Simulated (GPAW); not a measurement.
# Mg K-edge XANES of MgV2O6 (C2/m), part 2 of 3

How does the Mg K edge of MgV2O6 (C2/m) move when the bonds are compressed or stretched?

GPAW 26.7.0; X-ray absorption from dipole matrix elements to empty bands, plane-wave PAW LDA.

So far. Step 2 (Ground state of the crystal): The mesh shows a gap of 2.59 eV, so the hole is first treated in a charged cell, without the excited electron.

### 4. Spectrum with FCH, Mg atom 3

The holes are 5.0 Å apart. In GPAW the data set carries the hole's charge, so charge=0 means a charged cell and charge=-1 a neutral one. The excited electron is left out and a uniform background balances the charge. After the field has converged, empty bands are computed with the density fixed and the dipole matrix elements are summed.

The absorber has 2 O at 2.02 Å and 4 O at 2.20 Å (distorted octahedral, site symmetry 2/m).

File xas.py:

```python
import numpy as np
from ase import Atoms
from ase.parallel import parprint, paropen
from gpaw import GPAW, PW, FermiDirac, Mixer, MixerDif, setup_paths
from gpaw.test import gen
setup_paths.insert(0, '.')
gen('Mg', name='fch1s', xcname='LDA', corehole=(1, 0, 1), write_xml=True)
from gpaw.mpi import world
world.barrier()

atoms = Atoms('V4Mg2O12',
    cell=[[4.6395, -1.751, 0],
     [2.14309574, 1.751, 6.25094607],
     [0, -7.004, 0]],
    scaled_positions=[[0.73332, 0.6564, 0.23077],
     [0.73332, 0.6564, 0.73077],
     [0.26668, 0.3436, 0.76923],
     [0.26668, 0.3436, 0.26923],
     [0, 0, 0],
     [0, 0, 0.5],
     [0.8099, 0.8867, 0.2692],
     [0.8099, 0.8867, 0.7692],
     [0.1901, 0.1133, 0.7308],
     [0.1901, 0.1133, 0.2308],
     [0.1792, 0.4348, 0.0639],
     [0.1792, 0.4348, 0.5639],
     [0.8208, 0.5652, 0.9361],
     [0.8208, 0.5652, 0.4361],
     [0.355, 0.7236, 0.34215],
     [0.355, 0.7236, 0.84215],
     [0.645, 0.2764, 0.65785],
     [0.645, 0.2764, 0.15785]],
    magmoms=[2.0, 2.0, 2.0, 2.0, 0.0, 0.0, 0.0, 0.0, 0.0, 0.0, 0.0, 0.0, 0.0, 0.0, 0.0, 0.0, 0.0, 0.0],
    pbc=True)
atoms.calc = calc = GPAW(legacy_gpaw=True, mode=PW(500, force_complex_dtype=True), xc='LDA', setups={4: 'fch1s'},
    kpts={'size': (3, 2, 2), 'gamma': True}, occupations=FermiDirac(0.02),
    charge=0, mixer=MixerDif(0.05, 8, 50), maxiter=150,
    convergence={'density': 0.0001, 'eigenstates': 1e-6}, txt='scf.txt')
energy = atoms.get_potential_energy() + calc.get_reference_energy()
ef = calc.get_fermi_level()
out = dict(energy=energy, fermi=ef, forces=atoms.get_forces().tolist(), magmoms=atoms.get_magnetic_moments().tolist())
parprint(f'all-electron energy {energy:.4f} eV, Fermi level {ef:.4f} eV')
ev = np.array([[calc.get_eigenvalues(k, s) for k in range(len(calc.get_ibz_k_points()))] for s in range(calc.get_number_of_spins())])
out['homo'], out['lumo'], out['counts'] = ev[ev < ef].max(), ev[ev > ef].min(), sorted(set((ev < ef).sum((0, 2)).tolist()))
out['filled'] = (ev[:, 0] < ef).sum(1).tolist()

from ase.units import Ha
from gpaw.xas import dipole_matrix_elements
nb = int(calc.get_number_of_electrons() / 2) + 144
top, nb = nb, nb + 8 + nb // 12
nscf = calc.fixed_density(kpts={'size': (4, 3, 3), 'gamma': True}, nbands=nb,
    convergence={'bands': top, 'eigenstates': 5e-3}, maxiter=60, txt='nscf.txt')
cell = atoms.cell.array
ops = [cell.T @ U.T @ np.linalg.inv(cell.T) for U in nscf.wfs.kd.symmetry.op_scc]
filled = [72, 72]  # bands filled in the ground state, by spin
E = np.arange(-6, 34, 0.1)
fwhm = np.interp(E, [4, 25], [0.9, 3.5])
Y, X, zero, highest = 0, 0, 1e9, 1e9
for spin in range(nscf.get_number_of_spins()):
    wfs = nscf.wfs
    mine = wfs.bd.get_slice()  # this rank's bands
    A = dipole_matrix_elements(wfs.setups[4])
    eps = np.zeros((wfs.kd.nibzkpts, nb))
    d = np.zeros((3, A.shape[1], wfs.kd.nibzkpts, nb), complex)
    for kpt in wfs.kpt_u:
        if kpt.s == spin and 4 in kpt.P_ani:
            eps[kpt.k, mine] = kpt.eps_n * Ha
            d[:, :, kpt.k, mine] = (kpt.weight * wfs.nspins / 2) ** 0.5 * np.inner(A, kpt.P_ani[4])
    world.sum(eps)
    world.sum(d)
    T = np.einsum('amkn,bmkn->abkn', d, d.conj()).real
    T = sum(np.einsum('ai,ijkn,bj->abkn', R, T, R) for R in ops) / len(ops)
    empty = np.ones_like(eps, bool) & (np.arange(nb) >= filled[spin])
    zero, highest = min(zero, eps[empty].min()), min(highest, eps[:, top - 1].min())
    lines = [(eps, T, empty)] if spin == 0 else lines + [(eps, T, empty)]
for eps, T, empty in lines:
    f = np.einsum('aakn->akn', T).reshape(3, -1)
    x = eps.ravel() - zero
    w = np.interp(x, E, fwhm) / 2.35482
    g = np.exp(-0.5 * ((E[:, None] - x) / w) ** 2) / (w * (2 * np.pi) ** 0.5)
    Y = Y + (f * empty.ravel()) @ g.T
    X = X + (f * ~empty.ravel()) @ g.T
out.update(E=E.round(2).tolist(), xas=Y.tolist(), xes=X.tolist(), zero=zero, valid=highest - zero, nk=len(eps), nb=nb)
for i in range(0, len(E), 10):
    parprint(f'{E[i]:7.2f}', *(f'{v:10.3e}' for v in Y[:, i]))
import json
with paropen('out.json', 'w') as f:
    json.dump(out, f)
```

Started as:

```sh
> OMP_NUM_THREADS=1 mpirun -n 4 gpaw python xas.py
```

Numbers of over 12 decimals in the logs are rounded to 6 here.

What it wrote:

```text
Input parameters:
  convergence: {density: 0.0001,
                eigenstates: 1e-06}
  kpts: {gamma: True,
         size: (3, 2, 2)}
  maxiter: 150
  mixer: {backend: pulay,
          beta: 0.05,
          method: difference,
          nmaxold: 8,
          weight: 50}
  mode: {ecut: 500.0,
         force_complex_dtype: True,
         name: pw}
  occupations: {fixmagmom: False,
                name: fermi-dirac,
                width: 0.02}
  setups: {4: fch1s}

Initialize ...

[... PAW data sets ...]

Reference energy: -136943.970235  # eV

Spin-polarized calculation.
Initial magnetic moment: 8.000000

[... convergence settings ...]
Symmetries present (total): 2
  [... symmetry matrices ...]

12 k-points: 3 x 2 x 2 Monkhorst-Pack grid + [0.000000,1/4,1/4]
8 k-points in the irreducible part of the Brillouin zone
       k-points in crystal coordinates                weights
   0:     0.00000000    0.00000000    0.00000000          1/12
   1:     0.00000000    0.00000000    0.50000000          1/12
   2:     0.00000000    0.50000000    0.00000000          1/12
   3:     0.00000000    0.50000000    0.50000000          1/12
   4:     0.33333333    0.00000000    0.00000000          2/12
   5:     0.33333333    0.00000000    0.50000000          2/12
   6:     0.33333333    0.50000000    0.00000000          2/12
   7:     0.33333333    0.50000000    0.50000000          2/12

Wave functions: Plane wave expansion
  Cutoff energy: 500.000 eV
  Number of coefficients (min, max): 5132, 5179
  Pulay-stress correction: 0.000000 eV/Ang^3 (de/decut=0.000000)
  Using FFTW library
  Wavefunction extrapolation:
    Improved wavefunction reuse through dual PAW basis

Occupation numbers: Fermi-Dirac:
  width: 0.0200  # eV

Eigensolver
   Davidson(niter=2)

Densities:
  Coarse grid: 27*36*40 grid
  Fine grid: 54*72*80 grid
  Total Charge: 1.000000

Density mixing:
  Method: difference
  Backend: pulay
  Linear mixing parameter: 0.05
  old densities: 8
  Width of damping distribution: 1.1
  Damping of long wavelength oscillations: 50

[... Hamiltonian set-up ...]
Number of atoms: 18
Number of atomic orbitals: 116
Number of bands in calculation: 96
Number of valence electrons: 144
Bands to converge: occupied

... initialized

Initializing position-dependent things.

Density initialized from atomic densities
Creating initial wave functions:
  96 bands from LCAO basis set

                         O
                   O
                O     OV
                O
               V    V O
              O    O
            MV      O
                 O
         MgO

Atomic positions and initial magnetic moments

Positions:
   0 V      4.808966   -1.751000    4.103121    ( 0.0000,  0.0000,  2.0000)
   1 V      4.808966   -5.253000    4.103121    ( 0.0000,  0.0000,  2.0000)
   2 V      1.973630   -5.253000    2.147825    ( 0.0000,  0.0000,  2.0000)
   3 V      1.973630   -1.751000    2.147825    ( 0.0000,  0.0000,  2.0000)
   4 Mg     0.000000    0.000000    0.000000    ( 0.0000,  0.0000,  0.0000)
   5 Mg     0.000000   -3.502000    0.000000    ( 0.0000,  0.0000,  0.0000)
   6 O      5.657814   -1.751000    5.542714    ( 0.0000,  0.0000,  0.0000)
[...]
15 O      3.197767   -5.253000    4.523185    ( 0.0000,  0.0000,  0.0000)
  16 O      3.584829   -5.253000    1.727761    ( 0.0000,  0.0000,  0.0000)
  17 O      3.584829   -1.751000    1.727761    ( 0.0000,  0.0000,  0.0000)

Unit cell:
           periodic     x           y           z      points  spacing
  1. axis:    yes    4.639500   -1.751000    0.000000    27     0.1625
  2. axis:    yes    2.143096    1.751000    6.250946    36     0.1736
  3. axis:    yes    0.000000   -7.004000    0.000000    40     0.1530

  Lengths:   4.958927   6.836168   7.004000
  Angles:  104.841008  69.322924  78.295874

Effective grid spacing dv^(1/3) = 0.1735

[...]
Local magnetic moments:
   0 V  ( 0.000000,  0.000000,  0.000140)
   1 V  ( 0.000000,  0.000000,  0.000323)
   2 V  ( 0.000000,  0.000000,  0.000140)
   3 V  ( 0.000000,  0.000000,  0.000323)
   4 Mg ( 0.000000,  0.000000, -0.012323)
   5 Mg ( 0.000000,  0.000000,  0.000010)
   6 O  ( 0.000000,  0.000000,  0.001889)
   7 O  ( 0.000000,  0.000000,  0.002109)
   8 O  ( 0.000000,  0.000000,  0.001889)
   9 O  ( 0.000000,  0.000000,  0.002109)
  10 O  ( 0.000000,  0.000000,  0.000136)
  11 O  ( 0.000000,  0.000000,  0.000168)
  12 O  ( 0.000000,  0.000000,  0.000136)
  13 O  ( 0.000000,  0.000000,  0.000168)
  14 O  ( 0.000000,  0.000000,  0.000039)
  15 O  ( 0.000000,  0.000000,  0.002792)
  16 O  ( 0.000000,  0.000000,  0.000039)
  17 O  ( 0.000000,  0.000000,  0.002792)

Energy contributions relative to reference atoms: (reference = -136943.970235)

Kinetic:        +15.448569
Potential:      -59.607079
External:        +0.000000
XC:            -134.346845
Entropy (-ST):   -0.000000
Local:           -0.376893
SIC:             +0.000000
--------------------------
Free energy:   -178.882248
Extrapolated:  -178.882248

Spin contamination: 0.847797 electrons
Showing only first 2 kpts
                      Up                     Down
 Kpt  Band  Eigenvalues  Occupancy  Eigenvalues  Occupancy
  0    70      2.31628    1.00000      2.31675    1.00000
  0    71      2.71259    1.00000      2.71418    1.00000
  0    72      5.22131    0.00000      5.20879    0.00000
  0    73      5.30116    0.00000      5.29536    0.00000

  1    70      2.46404    1.00000      2.46443    1.00000
  1    71      2.56514    1.00000      2.56538    1.00000
  1    72      5.34631    0.00000      5.33203    0.00000
  1    73      5.39374    0.00000      5.38839    0.00000

Fermi level: 3.54535

Gap: 2.449 eV
Transition (v -> c):
  (s=1, k=3, n=71, [0.00, 0.50, 0.50]) -> (s=1, k=2, n=72, [0.00, 0.50, 0.00])
Direct/indirect transitions are different
Direct gap: 2.495 eV
Transition at: (s=1, k=0, n=71, [0.00, 0.00, 0.00])

Forces in eV/Ang:
  0 V    -0.92216    0.05087    0.10373
  1 V     0.39194   -0.05651   -0.37325
  2 V     0.92216   -0.05087   -0.10373
  3 V    -0.39194    0.05651    0.37325
  4 Mg    0.00000    0.00000    0.00000
  5 Mg    0.00000    0.00000    0.00000
  6 O     0.66920    1.15355    0.31535
[...]
15 O    -1.00356    0.01184    1.53056
 16 O    -0.98684    0.01067    0.41126
 17 O     1.00356   -0.01184   -1.53056
Scalar-relativistic atomic LDA calculation for Mg (Magnesium, Z=12)
Core hole in 1s state (1s occupation: 1.0)
450 radial gridpoints.
|------------------------------------------------|
|------------------------------------------------|
[... the atom generator's iteration count ...]

Energy contributions:
-------------------------
Kinetic:     +150.936470
XC:           -12.517816
Potential:   -289.511143
-------------------------
Total:       -151.092490

state      eigenvalue         ekin         rmax
-----------------------------------------------
1s^1.0 :   -50.674449    69.724812        0.084
2s^2.0 :    -4.035788    10.031038        0.518
2p^6.0 :    -2.903993     9.772171        0.430
3s^2.0 :    -0.536168     1.258278        2.050
3p^0.0 :    -0.343172     0.932201        2.381
-----------------------------------------------
(units: Bohr and Hartree)

Generating PAW setup
Kinetic energy of the core from tauc = 69.854286
Cutoffs:
rc(s)=2.060
rc(p)=2.050
rc(d)=1.960
rc(vbar)=2.000
rc(comp)=1.950
rc(nct)=2.060

Kinetic energy of the core states: 69.724812
Charge: 1.0
Core electrons: 1.0
Valence electrons: 10.0
Pseudo-core charge: 0.000000
Shape function alpha=2.630
Pseudo-electron charge 2.585279
state    eigenvalue         norm
--------------------------------
2s(2) :    -4.035788     0.092931
3s(2) :    -0.536168     1.052414
2p(6) :    -2.903993     0.049098
3p(0) :    -0.343172     1.000690
*d    :     0.000000
--------------------------------

Diagonalizing with gridspacing h=0.050

state   all-electron     PAW
-------------------------------
2s:      -4.035788    -4.036322
2p:      -2.903993    -2.904657
*d:                   -0.118527
*f:                   -0.020612
-------------------------------
all-electron energy -137122.8525 eV, Fermi level 3.5454 eV
  -6.00  8.902e-62  1.094e-60  4.738e-62
  -5.00  2.472e-45  3.214e-44  1.379e-45
  -4.00  8.243e-32  1.052e-30  4.596e-32
  -3.00  3.618e-21  3.892e-20  1.863e-21
  -2.00  2.334e-13  1.689e-12  1.023e-13
  -1.00  2.368e-08  9.404e-08  8.911e-09
  -0.00  4.347e-06  8.313e-06  2.084e-06
[...]
31.00  1.123e-05  7.722e-06  5.921e-06
  32.00  1.130e-05  7.904e-06  6.053e-06
  33.00  1.012e-05  8.617e-06  6.035e-06
[key lines of the parts left out:]
Converged after 19 iterations.
Dipole moment: (-0.000000, 0.000000, -0.000000) |e|*Ang
```

Elapsed: 6.5 min, on 4 MPI ranks of Arm Neoverse V1, shared host; peak memory 0.85 GiB.

The Mg K spectrum, Mg atom 3, full core hole (charged cell) (energy from the lowest empty level; intensity scaled to a mean of 1 over the first 20 eV; polarised curves are means over the symmetry-equivalent atoms):

```tsv
E (eV)	isotropic	ε ∥ x	ε ∥ y	ε ∥ z
-2.0	0.00	0.00	0.00	0.00
-1.4	0.00	0.00	0.00	0.00
-0.8	0.01	0.01	0.02	0.00
-0.2	0.15	0.12	0.28	0.05
0.4	0.37	0.36	0.47	0.26
1.0	0.29	0.31	0.21	0.36
1.6	0.14	0.16	0.13	0.14
2.2	0.15	0.08	0.19	0.17
2.8	0.27	0.23	0.22	0.36
3.4	0.28	0.35	0.10	0.38
4.0	0.19	0.18	0.05	0.33
4.6	0.29	0.60	0.03	0.25
5.2	1.35	3.05	0.07	0.94
5.8	1.99	4.25	0.32	1.40
6.4	1.24	2.08	0.73	0.91
7.0	1.26	1.24	1.38	1.16
7.6	2.20	1.34	3.11	2.16
8.2	3.06	1.27	5.27	2.65
8.8	3.00	1.06	5.61	2.34
9.4	2.21	0.95	3.87	1.80
10.0	1.59	1.13	2.18	1.45
10.6	1.45	1.45	1.49	1.40
11.2	1.50	1.67	1.31	1.53
11.8	1.44	1.61	1.09	1.62
12.4	1.20	1.28	0.79	1.52
13.0	0.93	0.90	0.57	1.31
13.6	0.72	0.67	0.43	1.06
14.2	0.60	0.61	0.33	0.85
14.8	0.56	0.68	0.25	0.74
15.4	0.57	0.77	0.20	0.74
16.0	0.60	0.80	0.20	0.82
16.6	0.62	0.73	0.24	0.90
17.2	0.61	0.63	0.30	0.91
17.8	0.60	0.58	0.36	0.85
18.4	0.60	0.62	0.41	0.76
19.0	0.61	0.71	0.44	0.68
19.6	0.62	0.78	0.46	0.61
20.2	0.62	0.81	0.47	0.57
20.8	0.60	0.79	0.48	0.53
21.4	0.58	0.73	0.48	0.52
22.0	0.55	0.64	0.47	0.55
22.6	0.53	0.54	0.45	0.61
23.2	0.52	0.45	0.44	0.68
23.8	0.52	0.39	0.43	0.73
24.4	0.51	0.36	0.43	0.75
25.0	0.50	0.34	0.42	0.72
25.6	0.48	0.33	0.43	0.67
26.2	0.45	0.33	0.44	0.59
26.8	0.43	0.33	0.46	0.51
27.4	0.42	0.34	0.48	0.43
28.0	0.41	0.36	0.49	0.37
28.6	0.40	0.39	0.49	0.33
29.2	0.40	0.44	0.46	0.30
29.8	0.40	0.49	0.43	0.29
30.4	0.41	0.53	0.40	0.29
31.0	0.42	0.56	0.39	0.30
31.6	0.42	0.57	0.39	0.30
```

Main maxima below 24 eV (height): 0.5 eV (0.37), 3.1 eV (0.29), 5.7 eV (2.03), 8.5 eV (3.17) and 19.8 eV (0.62). A K edge sees empty p states on the absorber.

The hole costs E(hole) − E(ground) = 1289.96 eV, and the lowest empty level of the hole cell on the spectrum's mesh lies at 5.15 eV, which puts the zero at 1295.11 eV. The tabulated edge of the element is 1303 eV. The functional and the charged cell's background leave an error in such absolute values: in the free atom LDA prices this hole 6.5 eV below PBE (computed apart), and PBE is itself good to a few eV.

### 5. Supercell without a hole, the energy reference

The cell changes for the next run, so it gets a reference energy of its own.

The cell differs from the one that the last finished run ended in (a 4.959 → 4.858 Å, b 6.836 → 6.697 Å, c 7.004 → 6.861 Å).

File scf.py:

```python
import numpy as np
from ase import Atoms
from ase.parallel import parprint, paropen
from gpaw import GPAW, PW, FermiDirac, Mixer, MixerDif, setup_paths
from gpaw.test import gen
setup_paths.insert(0, '.')
gen('Mg', name='nch1s', xcname='LDA', corehole=(1, 0, 0), write_xml=True)
from gpaw.mpi import world
world.barrier()

atoms = Atoms('V4Mg2O12',
    cell=[[4.54478975, -1.71525528, 0],
     [2.09934682, 1.71525528, 6.12333994],
     [0, -6.86102111, 0]],
    scaled_positions=[[0.73332, 0.6564, 0.23077],
     [0.73332, 0.6564, 0.73077],
     [0.26668, 0.3436, 0.76923],
     [0.26668, 0.3436, 0.26923],
     [0, 0, 0],
     [0, 0, 0.5],
     [0.8099, 0.8867, 0.2692],
     [0.8099, 0.8867, 0.7692],
     [0.1901, 0.1133, 0.7308],
     [0.1901, 0.1133, 0.2308],
     [0.1792, 0.4348, 0.0639],
     [0.1792, 0.4348, 0.5639],
     [0.8208, 0.5652, 0.9361],
     [0.8208, 0.5652, 0.4361],
     [0.355, 0.7236, 0.34215],
     [0.355, 0.7236, 0.84215],
     [0.645, 0.2764, 0.65785],
     [0.645, 0.2764, 0.15785]],
    magmoms=[2.0, 2.0, 2.0, 2.0, 0.0, 0.0, 0.0, 0.0, 0.0, 0.0, 0.0, 0.0, 0.0, 0.0, 0.0, 0.0, 0.0, 0.0],
    pbc=True)
atoms.calc = calc = GPAW(legacy_gpaw=True, mode=PW(500, force_complex_dtype=True), xc='LDA', setups={4: 'nch1s'},
    kpts={'size': (3, 2, 2), 'gamma': True}, occupations=FermiDirac(0.02),
    charge=0, mixer=MixerDif(0.05, 8, 50), maxiter=150,
    convergence={'density': 0.0001, 'eigenstates': 1e-6}, txt='scf.txt')
energy = atoms.get_potential_energy() + calc.get_reference_energy()
ef = calc.get_fermi_level()
out = dict(energy=energy, fermi=ef, forces=atoms.get_forces().tolist(), magmoms=atoms.get_magnetic_moments().tolist())
parprint(f'all-electron energy {energy:.4f} eV, Fermi level {ef:.4f} eV')
ev = np.array([[calc.get_eigenvalues(k, s) for k in range(len(calc.get_ibz_k_points()))] for s in range(calc.get_number_of_spins())])
out['homo'], out['lumo'], out['counts'] = ev[ev < ef].max(), ev[ev > ef].min(), sorted(set((ev < ef).sum((0, 2)).tolist()))
out['filled'] = (ev[:, 0] < ef).sum(1).tolist()
import json
with paropen('out.json', 'w') as f:
    json.dump(out, f)
```

Started as:

```sh
> OMP_NUM_THREADS=1 mpirun -n 4 gpaw python scf.py
```

What it wrote:

```text
Input parameters:
  convergence: {density: 0.0001,
                eigenstates: 1e-06}
  kpts: {gamma: True,
         size: (3, 2, 2)}
  maxiter: 150
  mixer: {backend: pulay,
          beta: 0.05,
          method: difference,
          nmaxold: 8,
          weight: 50}
  mode: {ecut: 500.0,
         force_complex_dtype: True,
         name: pw}
  occupations: {fixmagmom: False,
                name: fermi-dirac,
[...]
2s(2) :    -2.913890     0.147237
3s(2) :    -0.175717     1.006311
2p(6) :    -1.717103     0.101380
3p(0) :    -0.050476     0.993759
*d    :     0.000000
--------------------------------

Diagonalizing with gridspacing h=0.050

state   all-electron     PAW
-------------------------------
2s:      -2.913890    -2.914469
2p:      -1.717103    -1.717995
*d:                    0.032132
*f:                    0.068122
-------------------------------
all-electron energy -138413.0742 eV, Fermi level 4.2136 eV
[key lines of the parts left out:]
Converged after 22 iterations.
Dipole moment: (-0.000000, 0.000000, 0.000000) |e|*Ang
Free energy:   -153.310017
Fermi level: 4.21355
```

The job ended after 1.8 min (4 MPI ranks; peak memory 0.45 GiB; 7 min of CPU time).

Reference energy: -138413.074 eV with the cores included.

### 6. Spectrum with FCH, Mg atom 3

Shorter bonds are expected to push antibonding states and scattering resonances up, and longer ones down; the cell is scaled to test that.

Changed against the first core-hole run: volume scale from 1 to 0.94.

xas.py, as its differences from that of step 4:

```diff
@@ -11,5 +11,5 @@
 atoms = Atoms('V4Mg2O12',
-    cell=[[4.6395, -1.751, 0],
-     [2.14309574, 1.751, 6.25094607],
-     [0, -7.004, 0]],
+    cell=[[4.54478975, -1.71525528, 0],
+     [2.09934682, 1.71525528, 6.12333994],
+     [0, -6.86102111, 0]],
     scaled_positions=[[0.73332, 0.6564, 0.23077],
@@ -48,3 +48,3 @@
 from gpaw.xas import dipole_matrix_elements
-nb = int(calc.get_number_of_electrons() / 2) + 144
+nb = int(calc.get_number_of_electrons() / 2) + 136
 top, nb = nb, nb + 8 + nb // 12
```

Started as:

```sh
> OMP_NUM_THREADS=1 mpirun -n 4 gpaw python xas.py
```

What it wrote:

```text
Input parameters:
  convergence: {density: 0.0001,
                eigenstates: 1e-06}
  kpts: {gamma: True,
         size: (3, 2, 2)}
  maxiter: 150
  mixer: {backend: pulay,
          beta: 0.05,
          method: difference,
          nmaxold: 8,
          weight: 50}
  mode: {ecut: 500.0,
         force_complex_dtype: True,
         name: pw}
  occupations: {fixmagmom: False,
                name: fermi-dirac,
[...]
2s:      -4.035788    -4.036322
2p:      -2.903993    -2.904657
*d:                   -0.118527
*f:                   -0.020612
-------------------------------
all-electron energy -137124.0375 eV, Fermi level 4.2327 eV
  -6.00  1.045e-61  1.947e-60  5.714e-62
  -5.00  2.884e-45  5.350e-44  1.627e-45
  -4.00  9.532e-32  1.629e-30  5.320e-32
  -3.00  4.085e-21  5.598e-20  2.111e-21
[...]
32.00  1.109e-05  7.227e-06  5.819e-06
  33.00  1.126e-05  7.359e-06  5.928e-06
[key lines of the parts left out:]
Converged after 19 iterations.
Dipole moment: (-0.000000, 0.000000, 0.000000) |e|*Ang
Free energy:   -180.067237
Fermi level: 4.23269
```

The job ended after 5.3 min (4 MPI ranks; peak memory 0.8 GiB).

```tsv
E (eV)	first run	this run
-2.0	0.00	0.00
-1.0	0.00	0.00
0.0	0.25	0.26
1.0	0.29	0.31
2.0	0.12	0.10
3.0	0.29	0.28
4.0	0.19	0.26
5.0	0.90	0.57
6.0	1.78	1.84
7.0	1.26	0.96
8.0	2.85	2.10
9.0	2.78	2.97
10.0	1.59	2.04
11.0	1.49	1.53
12.0	1.37	1.51
13.0	0.93	1.14
14.0	0.63	0.76
15.0	0.56	0.57
16.0	0.60	0.60
17.0	0.62	0.65
18.0	0.59	0.62
19.0	0.61	0.61
20.0	0.62	0.62
21.0	0.59	0.61
22.0	0.55	0.58
23.0	0.53	0.54
24.0	0.52	0.52
25.0	0.50	0.51
26.0	0.46	0.49
27.0	0.43	0.46
28.0	0.41	0.42
29.0	0.40	0.40
30.0	0.40	0.39
31.0	0.42	0.39
32.0	0.42	0.40
```

The scaled spectrum changes by 19 % r.m.s. A shift of +0.4 eV leaves 10 %. The highest intensity below 16 eV goes from 8.5 eV (3.17) to 8.9 eV (2.98).

The photon energy of the zero moves by -0.08 eV.

[end of part 2 of 3]

[Banner, clock and machine lines of the logs are left out without a mark of their own.]

[Logs are printed without paths, hosts, clocks, repeated set-up lines and the standing remarks that a program may print on its own settings, such as how far it seeks lower states.]

[Hosts, paths, dates, database ids (printed as entryN), source tags and the programs' standing remarks are cut or masked in the printed files.]

[Lists of maxima count a maximum above −3 eV only where it reaches 4 % of the highest in the window and stands out from its surroundings by 2 % of it (1.5 % where it reaches 55 %); shoulders and weaker maxima are passed over, and of the rest the first, up to two pre-edge ones and the few strongest are named.]
